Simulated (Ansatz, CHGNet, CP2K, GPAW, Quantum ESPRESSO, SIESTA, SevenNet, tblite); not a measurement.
# Random packing of B86H14 (at. %) (90 atoms): one structure in several programs

Wanted: errors and costs of other methods on random packing of B86H14 (at. %) (90 atoms). A plane-wave run serves as the reference.

Method: Kohn-Sham DFT, PBE, PAW, plane waves, in Ansatz 0.2.0.

## Step 1: The system as given

The cell holds 90 atoms: 77 B and 13 H. Its edges and angles: a = 8.907 Å, b = 8.907 Å, c = 8.907 Å, α = 90.0°, β = 90.0°, γ = 90.0°. 90 atoms (77 B, 13 H) packed at random in a cube at 1.99 g/cm³ and pushed apart as soft spheres; a start for melting by ab initio MD, not an equilibrated structure. Then every atom was moved at random, 0.02 Å r.m.s. a Cartesian component (hydrogen 0.6 of that).

## Step 2: The reference run

The PAW files are the set soft_2.

input.yaml reads:

```yaml
crystal:
  lattice:
    - [8.9067, 0.0, 0.0]
    - [0.0, 8.9067, 0.0]
    - [0.0, 0.0, 8.9067]
  atoms:
    - { symbol: B, position: [0.87437, 0.09282, 0.32188] }
    - { symbol: B, position: [0.69192, 0.19356, 0.4584] }
    - { symbol: B, position: [0.6723, 0.8561, 0.20079] }
    - { symbol: B, position: [0.00168, 0.35583, 0.07496] }
    [... 80 atom lines left out ...]
    - { symbol: H, position: [0.33703, 0.87117, 0.451] }
    - { symbol: H, position: [0.0267, 0.08807, 0.20882] }
    - { symbol: H, position: [0.60684, 0.57977, 0.29668] }
    - { symbol: H, position: [0.32502, 0.91796, 0.16765] }
    - { symbol: H, position: [0.87942, 0.65397, 0.7879] }
    - { symbol: H, position: [0.41812, 0.55578, 0.39316] }
kpoints:
  mp_grid: { grid: [1, 1, 1] }
hamiltonian:
  xc: pbe
scf:
  occupations: { method: fermi_dirac, width: 0.05 }
output:
  forces: true
  eigenvalues: true
  populations: true
  stress: true
```

On the command line:

```
ansatz run input.yaml --threads 4 --pin off --max-ram 8192MiB --backend cpu --events-out ev --progress --plain --runs-dir out
```

Standard output:

```text
[...]
Pseudopotentials: kind: paw
Pseudopotential: B, paw, valence charge 3, recommended cutoff 420 eV (normal), B.paw.azcp
Pseudopotential: H, paw, valence charge 1, recommended cutoff 420 eV (normal), H.paw.azcp
[... 5 lines on functional and potentials left out ...]
Crystal: 90 atoms, lattice volume = 706.562 Å³
Basis set: ecut = 420 eV, 13805 PW (Γ), exchange–correlation on 120×120×120 points (8 copies of the dense FFT grid, shifted against one another)
Bands: 212, of which v1, the nominal top of the filled ones, is band 122 counted from 1 (121 counted from 0)
Symmetry: 1 space group operations
Space group: P1 (ITA 1), of the structure as read, at distance tolerance 8.9e-5 Å
k-points: 1
[... 5 lines on functional and potentials left out ...]
Initial density: superposition of atomic densities (neutral atoms: chi_scale 0, normalization atom), corrected by the library's trained network
Initial wavefunctions: pseudopotential atomic-orbital guess
[...]
SCF iter   1: F=—  HF=-12082.617861 eV  |F-HF|=—  |Δ(HF+E_count)|=         —  Δρ=1.23e-2  dr2=2.40e0  ethr=1.77e-3  ⟨swp⟩=5.0  Hψ=839  notcnv=0  defer=58
preconditioner: auto → Kerker (q_TF=auto, 2.285 Å⁻¹)  [metal: Δε(μ)=0.030 eV  Ē_g=9.506 eV  σ=0.050 eV  W_gap=0.15  n_scr=146 (ndim 8)  ℏωp=21.8 eV  f_vac=0.000  D(μ)=31.59/eV (n_scr^D=256)]
[...]
SCF iter   7: F=—  HF=-12082.254860 eV  |F-HF|=—  |Δ(HF+E_count)|=   6.53e-7  Δρ=4.25e-6  dr2=3.06e-7  ethr=1.28e-9  ⟨swp⟩=2.0  Hψ=204  notcnv=0  defer=64
SCF iter   8: F=-12082.254860 eV  HF=-12082.254860 eV  |F-HF|=2.41e-9  |Δ(HF+E_count)|=   5.12e-8  Δρ=1.13e-6  dr2=1.64e-8  ethr=4.10e-11  ⟨swp⟩=10.0  Hψ=992  notcnv=0
SCF 1 converged in 8 iterations: F = -12082.254860 eV  dr2 = 1.64e-8
[...]
SCF converged after 8 iterations
Free energy (F): -12082.254860 eV
Harris-Foulkes:  -12082.254860 eV  (|F-HF|=2.41e-9)
Internal energy: -12081.977304 eV  (E = F + TS)
E sigma→0 (E₀):  -12082.116082 eV
Entropy (-TS):   -0.277556 eV (-3.084 meV/atom)
Fermi energy:    7.651324 eV
--- Per-component energies (eV) ---
[...]
Σ components = -12082.254860   (vs F -12082.254860, Δ=0.00e0)
--- Forces (eV/Å), atoms counted from 1 ---
  atom   1  B     -0.57777022    -0.69137000     0.49904452
  atom   2  B      0.78641174    -0.91127412     0.12416636
  atom   3  B     -0.63684239    -0.22219634     0.83668617
  atom   4  B     -0.14360180     0.37357706    -0.65130038
[...]
atom  90  H     -0.23022243    -0.55661237    -0.29021655
  max |Σ_I F_I| component: 2.09e-5 eV/Å
--- Stress (GPa, compression-positive) ---
      -14.362338      -3.780071       1.292032
       -3.780072     -14.594084      -2.760850
        1.292032      -2.760850     -14.346038
  P = ⅓ Tr σ = -14.4342 GPa (-144.342 kbar)
--- Band table (eV) ---
  k-point 0: bands = ["-8.1861", "-7.4070", "-6.8339", "-6.3902", [... 196 levels ...], "13.4640", "13.5041", "13.5658", "13.7005", "13.7267", "13.8333", "13.8857", "13.9778", "14.0469", "14.0997", "14.2523", "14.2812"]
--- Löwdin populations: 90 sites ---
  site symbol       q [e]
     0      B      2.9915
     1      B      3.0089
     2      B      3.0216
[...]
89      H      0.7665
  spilling = 0.005778 (of n_electrons = 244.000000)
```

It took 5.1 s on 4 threads of Arm Neoverse V1, shared host; peak memory 0.9 GiB; 19 s of CPU time.

Numbers from this run:

```yaml
free_energy: -12082.2549 eV
free_energy_per_atom: -134.2473 eV/atom
scf_cycles: 8
pressure: -14.43 GPa
r_m_s_force_component: 1.085 eV/Å
longest_force: 4.111 eV/Å
fermi_energy: 7.651 eV
levels_partly_filled_by_over_2_per_cent: 7
spilling_of_the_projection: 0.005778
```

Length of the force by element and coordination:

| element | coordination | atoms | mean length of the force (eV/Å) | spread | least | most |
| --- | --- | --- | --- | --- | --- | --- |
| B | all | 77 | 1.80 | 0.794 | 0.150 | 4.11 |
| H | all | 13 | 1.21 | 0.333 | 0.669 | 1.88 |

Löwdin charges by element and coordination (they lack the spilled electrons, 0.016 e an atom on average):

| element | coordination | atoms | mean charge (e) | spread | least | most |
| --- | --- | --- | --- | --- | --- | --- |
| B | all | 77 | -0.0121 | 0.0787 | -0.195 | 0.149 |
| H | all | 13 | 0.18 | 0.0527 | 0.0975 | 0.287 |

The levels nearest the highest filled one (over half full), pooled over k-points and spins:

| level less the highest filled one (eV) | occupation |
| --- | --- |
| -0.291 | 2.00 |
| -0.178 | 1.96 |
| -0.123 | 1.88 |
| -0.0526 | 1.58 |
| -0.0049 | 1.18 |
| 0 | 1.13 |
| 0.147 | 0.129 |
| 0.150 | 0.123 |
| 0.242 | 0.02 |
| 0.334 | 0.003 |
| 0.380 | 0.001 |
| 0.486 | 0 |

The run ends at a pressure of -14.43 GPa, with forces up to 4.1 eV/Å.

## Step 3: The ladder

The programs:
- CHGNet: machine-learned potential, published weights.
- CP2K 2026.2: Gaussian basis with GTH pseudopotentials and a plane-wave density; labels give functional, basis (MOLOPT sets; SR short-range, UZH the newer set with its own potentials), grid cutoff/relative cutoff and solver (OT: orbital transformation; TRS4, TC2, SIGN: linear-scaling purification with its sparsity filter), or its built-in tight binding.
- GPAW 26.7.0: PAW with atomic orbitals (LCAO), plane waves or a real-space grid of spacing h.
- Quantum ESPRESSO 7.5: plane waves; labels (QE) give functional, pseudopotential set and cutoffs of waves/density.
- SIESTA 5.4.2: numerical atomic orbitals, whose automatically made sets are far from complete, with PseudoDojo norm-conserving potentials that we converted to its format (checked against plane waves on the same files for H, C, O, Si, Ge and Ca alone); labels give functional, basis size, energy shift and mesh cutoff.
- SevenNet: machine-learned potential, published weights.
- tblite 0.8.0: extended tight binding, driven from Python.

All use the same cell and atoms; the electronic-structure runs use the same k-mesh, and an electronic temperature of 580 K (0.05 eV) where levels are smeared.

Differences are against the plane-wave reference, forces as r.m.s. over components; share is that over the reference's r.m.s. force, slope the least-squares factor from reference forces to these. Total energies of different programs have different zeros and aren't compared.

| run | Δ force, r.m.s. (meV/Å) | share (%) | slope | Δ pressure (GPa) | cores | CPU time | memory (GiB) |
| --- | --- | --- | --- | --- | --- | --- | --- |
| reference | - | - | - | - | 4 | 19 s | 0.90 |
| CHGNet 0.3.0 potential | 604 | 55.7 | 0.894 | 1.20 | 1 | 5.1 s | 2.5 |
| CHGNet r2SCAN potential | 814 | 75.0 | 0.983 | -3.59 | 1 | 5.6 s | 2.5 |
| CP2K PBE+D3(BJ), DZVP-MOLOPT-SR, 450/50 Ry, diagonalisation | 148 | 13.6 | 0.961 | -0.535 | 4 | 9.4 min | 2.5 |
| CP2K PBE, DZVP-MOLOPT-SR, 450/20 Ry, diagonalisation (coarse) | 31.4 | 2.89 | 1.008 | -0.101 | 4 | 5.2 min | 2.4 |
| CP2K PBE, DZVP-MOLOPT-SR, 450/50 Ry, diagonalisation | 31.4 | 2.89 | 1.008 | -0.108 | 4 | 9.6 min | 2.4 |
| CP2K PBE, TZV2P-MOLOPT (SR for B), 450/50 Ry, diagonalisation | 21.9 | 2.02 | 0.993 | 0.0169 | 4 | 23 min | 3.4 |
| CP2K revPBE, PBE potentials, DZVP-MOLOPT-SR, 450/50 Ry, diagonalisation | 39.8 | 3.67 | 1.008 | 0.183 | 4 | 9.1 min | 2.4 |
| GPAW PBE, LCAO dzp, h 0.2 Å | 132 | 12.2 | 1.056 | - | 1 | 8.7 min | 0.93 |
| GPAW PBE, LCAO dzp, h 0.2 Å, other mixer settings | 131 | 12.1 | 1.056 | - | 2 | 13 min | 1.2 |
| GPAW PBE, LCAO szp(dzp), h 0.2 Å (coarse) | 300 | 27.6 | 1.073 | - | 1 | 6.5 min | 0.88 |
| QE PBE, gbrv-1.5, 40/200 Ry | 14.2 | 1.31 | 0.995 | -0.245 | 2 | 77 s | 0.73 |
| QE PBE, sg15-1.2, 80/320 Ry | 41.1 | 3.79 | 0.986 | -0.521 | 4 | 3.4 min | 1.0 |
| QE PBE, sssp-1.3.0-efficiency, 45/360 Ry | 14.1 | 1.30 | 0.995 | -0.283 | 2 | 1.8 min | 1.4 |
| SIESTA PBE, DZP, shift 0.01 Ry, mesh 300 Ry | 165 | 15.2 | 1.077 | 1.82 | 2 | 9.9 min | 1.5 |
| SevenNet 0 potential | 686 | 63.2 | 0.758 | 1.00 | 1 | 10 s | 1.3 |
| tblite GFN1-xTB | 657 | 60.5 | 0.894 | 17.2 | 1 | 2.4 s | 0.11 |

Rows marked coarse use a setting chosen to be so.

Times of the machine-learned potentials are mostly Python's start and the loading of weights.

CPU time is summed over cores on a shared host, where runs went side by side, so it is rough. Symmetry, cutoffs, thresholds, outputs and thread counts weren't matched or tuned between programs; memory under MPI is the largest rank's times the ranks.

Runs without a result: tblite GFN2-xTB (not converged).

Mean charges by element (e), by run and scheme:

| run | scheme | B | H |
| --- | --- | --- | --- |
| reference | Löwdin | -0.01 | +0.18 |
| CP2K PBE+D3(BJ), DZVP-MOLOPT-SR, 450/50 Ry, diagonalisation | Mulliken | -0.02 | +0.13 |
| CP2K PBE+D3(BJ), DZVP-MOLOPT-SR, 450/50 Ry, diagonalisation | Hirshfeld | 0.00 | +0.02 |
| CP2K PBE, DZVP-MOLOPT-SR, 450/50 Ry, diagonalisation | Mulliken | -0.02 | +0.13 |
| CP2K PBE, DZVP-MOLOPT-SR, 450/50 Ry, diagonalisation | Hirshfeld | 0.00 | +0.02 |
| CP2K PBE, TZV2P-MOLOPT (SR for B), 450/50 Ry, diagonalisation | Mulliken | -0.01 | +0.08 |
| CP2K PBE, TZV2P-MOLOPT (SR for B), 450/50 Ry, diagonalisation | Hirshfeld | 0.00 | +0.01 |
| CP2K revPBE, PBE potentials, DZVP-MOLOPT-SR, 450/50 Ry, diagonalisation | Mulliken | -0.02 | +0.13 |
| CP2K revPBE, PBE potentials, DZVP-MOLOPT-SR, 450/50 Ry, diagonalisation | Hirshfeld | 0.00 | +0.02 |
| SIESTA PBE, DZP, shift 0.01 Ry, mesh 300 Ry | Hirshfeld | 0.00 | 0.00 |
| tblite GFN1-xTB | Mulliken | 0.00 | 0.00 |

The reference's Löwdin charges lack the electrons that the projection spills, 0.016 e an atom on average.

Within one program, basis, potentials and functional, energies share a zero. Each run against its twin at the usual cutoff or grid and solver:

| run | twin | Δ energy (meV/atom) | Δ force, r.m.s. (meV/Å) | CPU time over the twin's |
| --- | --- | --- | --- | --- |
| CP2K PBE, DZVP-MOLOPT-SR, 450/20 Ry, diagonalisation | DZVP-MOLOPT-SR, 450/50 Ry, diagonalisation | -0.0629 | 0.889 | 0.54 |
| GPAW PBE, LCAO dzp, h 0.2 Å, other mixer settings | LCAO dzp, h 0.2 Å | 1.0e-4 | 2.25 | 1.5 (this twin ran on 1 cores) |

## Step 4: Summary of results

* reference r.m.s. force component: 1.09 eV/Å
* nearest in forces: a tie at 1.3 % of 2 runs: QE PBE, gbrv-1.5, 40/200 Ry; QE PBE, sssp-1.3.0-efficiency, 45/360 Ry
* farthest in forces: CHGNet r2SCAN potential, 75 %
* cheapest electronic-structure run beside the reference: tblite GFN1-xTB, 2.4 s of CPU time

What this shows: PBE on plane waves or a grid with other potentials, cutoffs or grids, coarse settings apart, differs from the reference by 1.3 % (QE PBE, sssp-1.3.0-efficiency, 45/360 Ry) to 3.8 % (QE PBE, sg15-1.2, 80/320 Ry) of the r.m.s. force; this holds the reference's own error, so differences of a few per cent don't tell which side is nearer the exact PBE result (QE's 40 Ry are 544 eV, against the reference's 420 eV). The PBE runs in local orbitals, coarse settings apart, differ by 2.0 % (CP2K PBE, TZV2P-MOLOPT (SR for B), 450/50 Ry, diagonalisation) to 15 % (SIESTA PBE, DZP, shift 0.01 Ry, mesh 300 Ry); basis, grid and potentials can all enter. Tight binding differs by 61 % (tblite GFN1-xTB); it is another model, with fitted parameters of its own, and the xTB methods hold dispersion. Machine-learned potentials differ by 56 % (CHGNet 0.3.0 potential) to 75 % (CHGNet r2SCAN potential); they were trained on other programs' data, some at another functional. That alone wouldn't give differences this large: the cell likely lies far from what they were trained on. Among those trained on PBE data the slope goes as low as 0.76, with a correlation of 0.79, so directions differ as well as sizes. Rows with another functional or a dispersion term differ by 3.7 % (CP2K revPBE, PBE potentials, DZVP-MOLOPT-SR, 450/50 Ry, diagonalisation) to 14 % (CP2K PBE+D3(BJ), DZVP-MOLOPT-SR, 450/50 Ry, diagonalisation), which mixes the change of model with differences of basis and potentials, some of them made for another functional. Runs with settings chosen to be coarse differ by 2.9 % (CP2K PBE, DZVP-MOLOPT-SR, 450/20 Ry, diagonalisation) to 28 % (GPAW PBE, LCAO szp(dzp), h 0.2 Å), their programs' other errors included. One electronic-structure run takes under half the reference's CPU time: tblite GFN1-xTB, at 61 % in 2.4 s against 19 s, too far off to be of use; its pressure misses by +17.2 GPa. In pressure, SIESTA PBE, DZP, shift 0.01 Ry, mesh 300 Ry misses by +1.8 GPa, at the same functional. Charges hang on model, scheme and program or settings: among these rows the mean for H runs from -0.00 to +0.18 e. In the reference: 7 levels are partly filled, by over 2 % (at Γ alone): at this level the cell shows no clear gap. In the reference: mean Löwdin charges: B -0.01, H +0.18 e (they miss 0.58 % of the electrons, so they add up to more than the cell's charge). Periodic xTB results under one method name differ between programs and library versions. Machine-learned potentials mimic data converged in k, so the reference's own k-point error enters their differences. The reference's pressure of -14 GPa belongs to unrelaxed atoms and would change as they relax. The electronic-structure runs sample only Γ, in a cell whose shortest periodic width is 9 Å, which is coarse for a cell with partly filled levels.

[Long decimals in the printed logs are rounded to 6 places.]

[Also dropped from logs without a mark: lines with file paths, logging warnings of Python, QE's lines on negative density and diagonalisation, SIESTA's first energy breakdown, zero terms and Voronoi charges.]

[Logs are printed without paths, hosts, clocks, repeated set-up lines and the standing remarks that a program may print on its own settings, such as how far it seeks lower states.]

[Hosts, paths, dates, database ids (printed as entryN), source tags and the programs' standing remarks are cut or masked in the printed files.]

[Not all failed runs are listed: runs killed by the host, ended in a Python traceback or in CONQUEST's support-function errors, and SIESTA runs with faulty potentials for Cu, Fe, Ni or Zn are left out.]
